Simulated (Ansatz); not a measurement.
G0W0 rungs for BaIBr (Pnma).

```xyz
12
Lattice="8.8145 0.0000 0.0000 0.0000 5.1243 0.0000 0.0000 0.0000 10.1917" Properties=species:S:1:pos:R:3 pbc="T T T"
Ba    6.4242    1.2811    3.8233
Ba    2.3903    3.8432    6.3684
Ba    6.7975    3.8432    8.9191
Ba    2.0170    1.2811    1.2726
I     4.1570    1.2811    8.4772
I     4.6575    3.8432    1.7145
I     0.2502    3.8432    3.3814
I     8.5642    1.2811    6.8103
Br    7.5493    1.2811    0.6796
Br    1.2651    3.8432    9.5120
Br    5.6724    3.8432    5.7755
Br    3.1421    1.2811    4.4162
```

The cell and positions are those that the Materials Project relaxed with its own functionals (PBE, PBE+U or r2SCAN), kept fixed. Spin-orbit coupling is left out unless a run names it. PAW set soft_2, made with PBE.

Runs so far (Ansatz 0.2.0, start r2SCAN, default PAW files, 2×4×2 mesh). Times are wall times on 1 × NVIDIA GB200 with 32 threads of Arm Neoverse V2, shared host, good to a factor of about two.

```
bands summed  cutoff (eV)  gap on the mesh (eV)   time
         293           36                 5.227  9.5 s
         706           72                 5.359   18 s
```

Q: What should the next rung give, with 1442 bands and screening to 120 eV, and where is the limit?

The error falls about as one over the bands when the cutoff rises with them. A line through the two highest rungs given predicts 5.407 eV; the run gave 5.523 eV, a miss of 0.115 eV, so the law fails here: the steps don't follow it yet. The two highest rungs put the limit near 5.680 eV, the pair below near 5.453 eV; neither can be trusted until a further rung is run.

Gaps are over the mesh's points; an edge off the mesh would be missed. Limits: not at the basis limit; no spin-orbit coupling.

[Paths, hosts, dates, memory and timing lines, banners, echoed tables and standing remarks are left out of the program output.]

[Logs are printed without paths, hosts, clocks, repeated set-up lines and the standing remarks that a program may print on its own settings, such as how far it seeks lower states.]

[Runs of the session that timed out or met a known fault of the program may be left out.]

[Cells called generated may have been cut or substituted from an entry of the Crystallography Open Database or the Materials Project.]

[Hosts, paths, dates, database ids (printed as entryN), source tags and the programs' standing remarks are cut or masked in the printed files.]
